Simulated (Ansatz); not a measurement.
# Twisted Zr2CO2 MXene alternating trilayer, 13.17° (285 atoms): taking the cell apart, part 2 of 3

Aim: the interaction energy between the two parts of twisted Zr2CO2 MXene alternating trilayer, 13.17° (285 atoms) and its distance dependence.

Ansatz 0.2.0; Kohn-Sham DFT, PBE+D3(BJ), PAW (set soft_2), plane waves.

So far. Step 3 (Relaxation): The relaxation converged after 5 steps, 1.67 eV below its start, with a largest force component of 0.014 eV/Å.

**5. The lower part alone**

The lower part (layer 1 and layer 2) is solved alone, atoms held, in the same cell.

File input.yaml:

```yaml
crystal:
  lattice:
    - [14.428, 0.0, 0.0]
    - [-7.214, 12.49501, 0.0]
    - [0.0, 0.0, 31.49]
  atoms:
    - { symbol: C, position: [0.05288, 0.63181, 0.26733] }
    - { symbol: Zr, position: [0.17622, 0.77276, 0.3117] }
    - { symbol: Zr, position: [0.19312, 0.64912, 0.22336] }
    - { symbol: O, position: [0.1928, 0.64962, 0.34078] }
    - { symbol: O, position: [0.1759, 0.77192, 0.19405] }
    - { symbol: C, position: [0.15854, 0.89512, 0.26697] }
    [... 178 atom lines left out ...]
    - { symbol: O, position: [0.74515, 0.03015, 0.42785] }
    - { symbol: C, position: [0.55204, 0.48561, 0.50007] }
    - { symbol: Zr, position: [0.69241, 0.6081, 0.54427] }
    - { symbol: Zr, position: [0.67457, 0.46763, 0.45583] }
    - { symbol: O, position: [0.67511, 0.46758, 0.5726] }
    - { symbol: O, position: [0.69198, 0.60865, 0.4273] }
kpoints:
  mp_grid: { grid: [3, 3, 1] }
hamiltonian:
  xc: pbe
  dispersion: d3bj
scf:
  occupations: { method: fermi_dirac, width: 0.025 }
output:
  forces: true
  eigenvalues: true
  write_density: true
  write_potential: true
  volumetric_format: npy
```

On the command line:

```bash
$ ansatz run input.yaml --threads 6 --pin off --max-ram 76800MiB --backend cuda --events-out ev --progress --plain --runs-dir out
```

Numbers of over 12 decimals in the logs are rounded to 6 here.

The log of the run:

```text
[...]
GPU FFT provider: cuFFT
GPU libraries: cuBLAS 13.8.2, cuFFT 12.4.0, cuSOLVER 12.3.4
Crystal: 190 atoms, lattice volume = 5676.954 Å³
Basis set: ecut = 420 eV, 110937 PW (Γ), exchange–correlation on 200×200×432 points (8 copies of the dense FFT grid, shifted against one another)
Bands: 950, of which v1, the nominal top of the filled ones, is band 760 counted from 1 (759 counted from 0)
Symmetry: 1 space group operations
[...]
k-points: 5 of 9 (time reversal used)
[...]
GPU buffer pool allocated for 2160000 grid points (all kernels)
[...]
SCF iter   1: F=—  HF=-370911.219178 eV  |F-HF|=—  |Δ(HF+E_count)|=         —  Δρ=4.10e-3  dr2=1.82e0  ethr=1.77e-3  ⟨swp⟩=8.0  Hψ=19751  notcnv=0  defer=673
[...]
SCF iter  11: F=-370910.938611 eV  HF=-370910.938611 eV  |F-HF|=1.55e-8  |Δ(HF+E_count)|=   3.64e-8  Δρ=7.72e-7  dr2=4.14e-8  ethr=6.58e-12  ⟨swp⟩=23.2  Hψ=50048  notcnv=0
SCF 1 converged in 11 iterations: F = -370910.938611 eV  dr2 = 4.14e-8
[...]
SCF converged after 11 iterations
Free energy (F): -370910.938611 eV
[...]
Internal energy: -370910.938611 eV  (E = F + TS)
E sigma→0 (E₀):  -370910.938611 eV
Fermi energy:    2.847095 eV
[...]
--- Forces (eV/Å), atoms counted from 1 ---
  atom   1  C      0.00083383     0.00191271     0.00127000
  atom   2  Zr    -0.00166358    -0.00478383     0.00203123
  atom   3  Zr    -0.00241828     0.00324477     0.00796330
  atom   4  O      0.00172978     0.00116155     0.01275855
  atom   5  O      0.00593238     0.00031985     0.00042081
  atom   6  C      0.00118138     0.00132372     0.00757951
  atom   7  Zr    -0.00388090    -0.00404568    -0.00201204
  atom   8  Zr    -0.00190251    -0.00123163     0.00408569
  atom   9  O     -0.00033264     0.00277653     0.01107982
  atom  10  O      0.00202317    -0.00188389    -0.00010713
  atom  11  C      0.00267283    -0.00022485     0.00153098
  atom  12  Zr    -0.00245323    -0.00316754     0.00901514
  atom  13  Zr    -0.00234239    -0.00076573     0.00668102
  atom  14  O     -0.00086740     0.00170092     0.00545820
[...]
atom 189  O     -0.04702496    -0.02236617     0.18570865
  atom 190  O     -0.00435190    -0.00046431    -0.00718362
  max |Σ_I F_I| component: 2.74e-4 eV/Å
--- Band table (eV; the first three rows and the last of 5) ---
[...]
```

Elapsed: 33 s, on 1 × NVIDIA H100 80GB HBM3 with 6 threads of AMD EPYC 7R13 (Zen 3), shared host; peak memory 2.2 GiB; 40 s of CPU time.

**6. The upper part alone**

The upper part (layer 3) is solved alone in the same way.

input.yaml, the sections that differ from step 5:

```yaml
crystal:
  lattice:
    - [14.428, 0.0, 0.0]
    - [-7.214, 12.49501, 0.0]
    - [0.0, 0.0, 31.49]
  atoms:
    - { symbol: C, position: [0.05285, 0.63208, 0.73341] }
    - { symbol: Zr, position: [0.1755, 0.77185, 0.77742] }
    - { symbol: Zr, position: [0.19303, 0.64962, 0.68865] }
    - { symbol: O, position: [0.19331, 0.64932, 0.80646] }
    - { symbol: O, position: [0.17565, 0.7729, 0.66005] }
    - { symbol: C, position: [0.15803, 0.89477, 0.73343] }
    [... 83 atom lines left out ...]
    - { symbol: O, position: [0.96496, 0.24594, 0.66055] }
    - { symbol: C, position: [0.94766, 0.36879, 0.7337] }
    - { symbol: Zr, position: [0.0705, 0.509, 0.77754] }
    - { symbol: Zr, position: [0.0874, 0.38627, 0.68914] }
    - { symbol: O, position: [0.0879, 0.38624, 0.80669] }
    - { symbol: O, position: [0.06954, 0.50954, 0.66028] }
# kpoints, hamiltonian, scf, output: as in step 5
```

The log of the run:

```text
[...]
GPU FFT provider: cuFFT
GPU libraries: cuBLAS 13.8.2, cuFFT 12.4.0, cuSOLVER 12.3.4
Crystal: 95 atoms, lattice volume = 5676.954 Å³
Basis set: ecut = 420 eV, 110937 PW (Γ), exchange–correlation on 200×200×432 points (8 copies of the dense FFT grid, shifted against one another)
Bands: 475, of which v1, the nominal top of the filled ones, is band 380 counted from 1 (379 counted from 0)
Symmetry: 1 space group operations
[...]
k-points: 5 of 9 (time reversal used)
[...]
GPU buffer pool allocated for 2160000 grid points (all kernels)
[...]
SCF iter   1: F=—  HF=-185453.102257 eV  |F-HF|=—  |Δ(HF+E_count)|=         —  Δρ=2.47e-3  dr2=5.00e-1  ethr=1.77e-3  ⟨swp⟩=8.2  Hψ=10247  notcnv=0  defer=219
[...]
SCF iter   9: F=—  HF=-185453.048208 eV  |F-HF|=—  |Δ(HF+E_count)|=   1.45e-6  Δρ=2.77e-6  dr2=1.76e-6  ethr=1.33e-10  ⟨swp⟩=3.2  Hψ=3936  notcnv=0  defer=407
SCF iter  10: F=-185453.048208 eV  HF=-185453.048208 eV  |F-HF|=1.80e-9  |Δ(HF+E_count)|=   7.17e-8  Δρ=4.98e-7  dr2=1.11e-8  ethr=1.32e-11  ⟨swp⟩=19.8  Hψ=22345  notcnv=0
SCF 1 converged in 10 iterations: F = -185453.048208 eV  dr2 = 1.11e-8
[...]
SCF converged after 10 iterations
Free energy (F): -185453.048208 eV
[...]
Internal energy: -185453.048208 eV  (E = F + TS)
E sigma→0 (E₀):  -185453.048208 eV
Fermi energy:    -0.986185 eV
[...]
Σ components = -185453.048208   (vs F -185453.048208, Δ=0.00e0)
--- Forces (eV/Å), atoms counted from 1 ---
  atom   1  C     -0.00177818    -0.00459357     0.00381498
  atom   2  Zr    -0.00402719     0.00321461     0.01176367
  atom   3  Zr     0.00540896    -0.00926984     0.16102721
  atom   4  O      0.00359002     0.00138577     0.00232350
[...]
atom  95  O      0.04846594    -0.07850439    -0.07020592
  max |Σ_I F_I| component: 4.44e-5 eV/Å
--- Band table (eV; the first three rows and the last of 5) ---
[...]
```

Elapsed: 14 s, on 1 × NVIDIA H100 80GB HBM3 with 6 threads; peak memory 2.4 GiB.

The whole (-556369.094 eV) less the lower (-370910.939 eV) and the upper part (-185453.048 eV) leaves -5.107 eV.

**7. Upper part moved by +0.3 Å**

Moving the upper part rigidly maps the well in which it sits.

File input.yaml:

```yaml
crystal:
  lattice:
    - [14.428, 0.0, 0.0]
    - [-7.214, 12.49501, 0.0]
    - [0.0, 0.0, 31.49]
  atoms:
    - { symbol: C, position: [0.05288, 0.63181, 0.26733] }
    - { symbol: Zr, position: [0.17622, 0.77276, 0.3117] }
    - { symbol: Zr, position: [0.19312, 0.64912, 0.22336] }
    - { symbol: O, position: [0.1928, 0.64962, 0.34078] }
    - { symbol: O, position: [0.1759, 0.77192, 0.19405] }
    - { symbol: C, position: [0.15854, 0.89512, 0.26697] }
    [... 273 atom lines left out ...]
    - { symbol: O, position: [0.96496, 0.24594, 0.67008] }
    - { symbol: C, position: [0.94766, 0.36879, 0.74323] }
    - { symbol: Zr, position: [0.0705, 0.509, 0.78707] }
    - { symbol: Zr, position: [0.0874, 0.38627, 0.69867] }
    - { symbol: O, position: [0.0879, 0.38624, 0.81622] }
    - { symbol: O, position: [0.06954, 0.50954, 0.66981] }
kpoints:
  mp_grid: { grid: [3, 3, 1] }
hamiltonian:
  xc: pbe
  dispersion: d3bj
scf:
  occupations: { method: fermi_dirac, width: 0.025 }
output:
  forces: true
  eigenvalues: true
```

The log of the run:

```text
[...]
GPU FFT provider: cuFFT
GPU libraries: cuBLAS 13.8.2, cuFFT 12.4.0, cuSOLVER 12.3.4
Crystal: 285 atoms, lattice volume = 5676.954 Å³
Basis set: ecut = 420 eV, 110937 PW (Γ), exchange–correlation on 200×200×432 points (8 copies of the dense FFT grid, shifted against one another)
Bands: 1425, of which v1, the nominal top of the filled ones, is band 1140 counted from 1 (1139 counted from 0)
Symmetry: 1 space group operations
[...]
k-points: 5 of 9 (time reversal used)
[...]
GPU buffer pool allocated for 2160000 grid points (all kernels)
[...]
SCF iter   1: F=—  HF=-556369.033309 eV  |F-HF|=—  |Δ(HF+E_count)|=         —  Δρ=5.07e-3  dr2=2.62e0  ethr=1.77e-3  ⟨swp⟩=6.8  Hψ=26027  notcnv=0  defer=1062
[...]
SCF iter   3: F=—  HF=-556368.716891 eV  |F-HF|=—  |Δ(HF+E_count)|=   1.99e-2  Δρ=1.12e-3  dr2=8.63e-2  ethr=1.11e-5  ⟨swp⟩=3.4  Hψ=8787  notcnv=0  defer=794
automatic band count: iteration 3 solves 1321 bands in place of 1425: the levels show a gap, and the empty bands left out lie too high to hold charge; the band table lists the bands solved (type scf.n_extra_bands for more)
SCF iter   4: F=—  HF=-556368.722399 eV  |F-HF|=—  |Δ(HF+E_count)|=   5.51e-3  Δρ=8.02e-4  dr2=4.94e-2  ethr=3.79e-6  ⟨swp⟩=2.0  Hψ=9300  notcnv=0  defer=794
SCF iter   5: F=—  HF=-556368.720399 eV  |F-HF|=—  |Δ(HF+E_count)|=   2.00e-3  Δρ=1.56e-4  dr2=1.67e-3  ethr=2.17e-6  ⟨swp⟩=2.8  Hψ=9236  notcnv=0  defer=794
[...]
SCF iter  11: F=—  HF=-556368.716774 eV  |F-HF|=—  |Δ(HF+E_count)|=   1.53e-8  Δρ=1.23e-6  dr2=1.32e-7  ethr=4.39e-12  ⟨swp⟩=14.0  Hψ=28736  notcnv=0
SCF iter  12: F=-556368.716774 eV  HF=-556368.716774 eV  |F-HF|=1.02e-8  |Δ(HF+E_count)|=   3.35e-8  Δρ=4.93e-7  dr2=2.18e-8  ethr=4.39e-12  ⟨swp⟩=3.0  Hψ=15739  notcnv=0
SCF 1 converged in 12 iterations: F = -556368.716774 eV  dr2 = 2.18e-8
[...]
SCF converged after 12 iterations
Free energy (F): -556368.716774 eV
[...]
Internal energy: -556368.716774 eV  (E = F + TS)
E sigma→0 (E₀):  -556368.716774 eV
Fermi energy:    6.676090 eV
[...]
Σ components = -556368.716774   (vs F -556368.716774, Δ=0.00e0)
--- Forces (eV/Å), atoms counted from 1 ---
  atom   1  C      0.00083274     0.00189564     0.00228937
  atom   2  Zr    -0.00172123    -0.00475246     0.00147575
  atom   3  Zr    -0.00240717     0.00325453     0.00605929
  atom   4  O      0.00174453     0.00116470     0.01420435
[...]
atom 285  O      0.02568450    -0.04480814    -0.06901415
  max |Σ_I F_I| component: 2.60e-5 eV/Å
--- Band table (eV; the first three rows and the last of 5) ---
[...]
```

Run time: 39 s. Hardware: 1 × NVIDIA H100 80GB HBM3 with 6 threads; peak memory 2.5 GiB.

Upper part moved by +0.3 Å: the energy stands 0.377 eV above that of the reference.

**8. Upper part moved by -0.3 Å**

Another point of the curve.

Input and log are left out; they have the form of those shown for this kind of step.

The job ended after 40 s (1 × NVIDIA H100 80GB HBM3 with 6 threads of AMD EPYC 7R13 (Zen 3), shared host; peak memory 2.5 GiB).

Upper part moved by -0.3 Å: the energy stands 0.454 eV above that of the reference.

**9. Upper part moved by +0.8 Å**

Another point of the curve.

Input and log are left out; they have the form of those shown for this kind of step.

The job ended after 38 s (1 × NVIDIA H100 80GB HBM3 with 6 threads of AMD EPYC 7R13 (Zen 3), shared host; peak memory 2.5 GiB).

Upper part moved by +0.8 Å: the energy stands 1.42 eV above that of the reference.

**10. Upper part moved by +1.6 Å**

Another point of the curve.

input.yaml, as its differences from that of step 7:

```diff
@@ -13,8 +13,8 @@
     [... 273 atom lines left out ...]
-    - { symbol: O, position: [0.96496, 0.24594, 0.67008] }
-    - { symbol: C, position: [0.94766, 0.36879, 0.74323] }
-    - { symbol: Zr, position: [0.0705, 0.509, 0.78707] }
-    - { symbol: Zr, position: [0.0874, 0.38627, 0.69867] }
-    - { symbol: O, position: [0.0879, 0.38624, 0.81622] }
-    - { symbol: O, position: [0.06954, 0.50954, 0.66981] }
+    - { symbol: O, position: [0.96496, 0.24594, 0.71136] }
+    - { symbol: C, position: [0.94766, 0.36879, 0.78451] }
+    - { symbol: Zr, position: [0.0705, 0.509, 0.82835] }
+    - { symbol: Zr, position: [0.0874, 0.38627, 0.73995] }
+    - { symbol: O, position: [0.0879, 0.38624, 0.8575] }
+    - { symbol: O, position: [0.06954, 0.50954, 0.71109] }
 kpoints:
```

The log of the run:

```text
[...]
GPU FFT provider: cuFFT
GPU libraries: cuBLAS 13.8.2, cuFFT 12.4.0, cuSOLVER 12.3.4
Crystal: 285 atoms, lattice volume = 5676.954 Å³
Basis set: ecut = 420 eV, 110937 PW (Γ), exchange–correlation on 200×200×432 points (8 copies of the dense FFT grid, shifted against one another)
Bands: 1425, of which v1, the nominal top of the filled ones, is band 1140 counted from 1 (1139 counted from 0)
Symmetry: 1 space group operations
[...]
k-points: 5 of 9 (time reversal used)
[...]
GPU buffer pool allocated for 2160000 grid points (all kernels)
[...]
SCF iter   1: F=—  HF=-556366.545646 eV  |F-HF|=—  |Δ(HF+E_count)|=         —  Δρ=4.76e-3  dr2=2.28e0  ethr=1.77e-3  ⟨swp⟩=6.8  Hψ=25920  notcnv=0  defer=1062
[...]
SCF iter   5: F=—  HF=-556366.302126 eV  |F-HF|=—  |Δ(HF+E_count)|=   1.00e-2  Δρ=1.94e-4  dr2=2.14e-3  ethr=4.58e-6  ⟨swp⟩=2.0  Hψ=9401  notcnv=0  defer=737
[...]
SCF iter  11: F=—  HF=-556366.302608 eV  |F-HF|=—  |Δ(HF+E_count)|=   6.11e-8  Δρ=1.04e-6  dr2=1.20e-7  ethr=3.64e-11  ⟨swp⟩=2.2  Hψ=9279  notcnv=0  defer=734
SCF iter  12: F=-556366.302608 eV  HF=-556366.302608 eV  |F-HF|=1.75e-9  |Δ(HF+E_count)|=   1.32e-8  Δρ=4.57e-7  dr2=1.16e-8  ethr=4.39e-12  ⟨swp⟩=14.8  Hψ=23942  notcnv=0
SCF 1 converged in 12 iterations: F = -556366.302608 eV  dr2 = 1.16e-8
[...]
SCF converged after 12 iterations
Free energy (F): -556366.302608 eV
[...]
Internal energy: -556366.302608 eV  (E = F + TS)
E sigma→0 (E₀):  -556366.302608 eV
Fermi energy:    6.678722 eV
[...]
Σ components = -556366.302608   (vs F -556366.302608, Δ=0.00e0)
--- Forces (eV/Å), atoms counted from 1 ---
  atom   1  C      0.00082026     0.00189550     0.00215517
  atom   2  Zr    -0.00168362    -0.00477112     0.00080571
  atom   3  Zr    -0.00238910     0.00326577     0.00538521
  atom   4  O      0.00173662     0.00116481     0.01402731
[...]
atom 285  O      0.04756102    -0.07754477    -0.08426975
  max |Σ_I F_I| component: 1.12e-4 eV/Å
--- Band table (eV; the first three rows and the last of 5) ---
[...]
```

It took 37 s on 1 × NVIDIA H100 80GB HBM3 with 6 threads; peak memory 2.5 GiB; 42 s of CPU time.

Upper part moved by +1.6 Å: the energy stands 2.79 eV above that of the reference.

**11. Upper part moved by +3 Å**

Another point of the curve.

Input and log are left out; they have the form of those shown for this kind of step.

It took 34 s on 1 × NVIDIA H100 80GB HBM3 with 6 threads of AMD EPYC 7R13 (Zen 3), shared host; peak memory 2.5 GiB.

Upper part moved by +3 Å: the energy stands 3.90 eV above that of the reference.

**12. Whole cell, LDA**

The three cells are solved again with another functional, at the same geometry, to see how much of the binding hangs on it.

This step: Kohn-Sham DFT, LDA, PAW (set soft_2), plane waves.

input.yaml, the sections that differ from step 10:

```yaml
crystal:
  lattice:
    - [14.428, 0.0, 0.0]
    - [-7.214, 12.49501, 0.0]
    - [0.0, 0.0, 31.49]
  atoms:
    [... the 285 atom lines of step 4 ...]
hamiltonian:
  xc: lda
output:
  forces: true
# kpoints, scf: as in step 10
```

The log of the run:

```text
[...]
GPU FFT provider: cuFFT
GPU libraries: cuBLAS 13.8.2, cuFFT 12.4.0, cuSOLVER 12.3.4
Crystal: 285 atoms, lattice volume = 5676.954 Å³
Basis set: ecut = 420 eV, 110937 PW (Γ)
Bands: 1425, of which v1, the nominal top of the filled ones, is band 1140 counted from 1 (1139 counted from 0)
Symmetry: 1 space group operations
[...]
k-points: 5 of 9 (time reversal used)
[...]
GPU buffer pool allocated for 2160000 grid points (all kernels)
[...]
SCF iter   1: F=—  HF=-542338.475882 eV  |F-HF|=—  |Δ(HF+E_count)|=         —  Δρ=1.26e-2  dr2=9.92e0  ethr=1.77e-3  ⟨swp⟩=7.8  Hψ=27485  notcnv=0  defer=1020
[...]
SCF iter  11: F=-542336.650798 eV  HF=-542336.650798 eV  |F-HF|=8.85e-9  |Δ(HF+E_count)|=   4.05e-8  Δρ=8.30e-7  dr2=6.59e-8  ethr=4.39e-12  ⟨swp⟩=3.0  Hψ=24510  notcnv=0
SCF 1 converged in 11 iterations: F = -542336.650798 eV  dr2 = 6.59e-8
[...]
SCF converged after 11 iterations
Free energy (F): -542336.650798 eV
[...]
Internal energy: -542336.650798 eV  (E = F + TS)
E sigma→0 (E₀):  -542336.650798 eV
Entropy (-TS):   -0.000000 eV (-0.000 meV/atom)
Fermi energy:    6.304553 eV
[...]
--- Forces (eV/Å), atoms counted from 1 ---
  atom   1  C      0.00027928     0.00048444    -0.00658996
  atom   2  Zr    -0.00536265    -0.00504968     0.09941345
  atom   3  Zr    -0.00223341     0.00228236    -0.16396479
  atom   4  O      0.00426354    -0.00042921    -0.50847048
  atom   5  O      0.00285007     0.00116747     0.59171046
  atom   6  C      0.00081636     0.00160228    -0.00023477
  atom   7  Zr    -0.00538663    -0.00183770     0.09430288
  atom   8  Zr    -0.00299992    -0.00145403    -0.16554116
  atom   9  O     -0.00196616    -0.00994535    -0.50692152
  atom  10  O     -0.00124376    -0.00026972     0.59092572
  atom  11  C      0.00265216    -0.00011789    -0.00564768
  atom  12  Zr    -0.00157327    -0.00390879     0.10533341
  atom  13  Zr    -0.00285194    -0.00119512    -0.15739435
  atom  14  O     -0.00081549    -0.01121795    -0.49761984
[...]
atom 284  O      0.00157856     0.00137947    -0.58846489
  atom 285  O      0.00431193    -0.00793200     0.50993423
  max |Σ_I F_I| component: 9.94e-5 eV/Å
```

The job ended after 31 s (1 × NVIDIA H100 80GB HBM3 with 6 threads; peak memory 2.5 GiB).

(Continued in part 3 of 3.)

[Logs are printed without paths, hosts, clocks, repeated set-up lines and the standing remarks that a program may print on its own settings, such as how far it seeks lower states.]

[Hosts, paths, dates, database ids (printed as entryN), source tags and the programs' standing remarks are cut or masked in the printed files.]
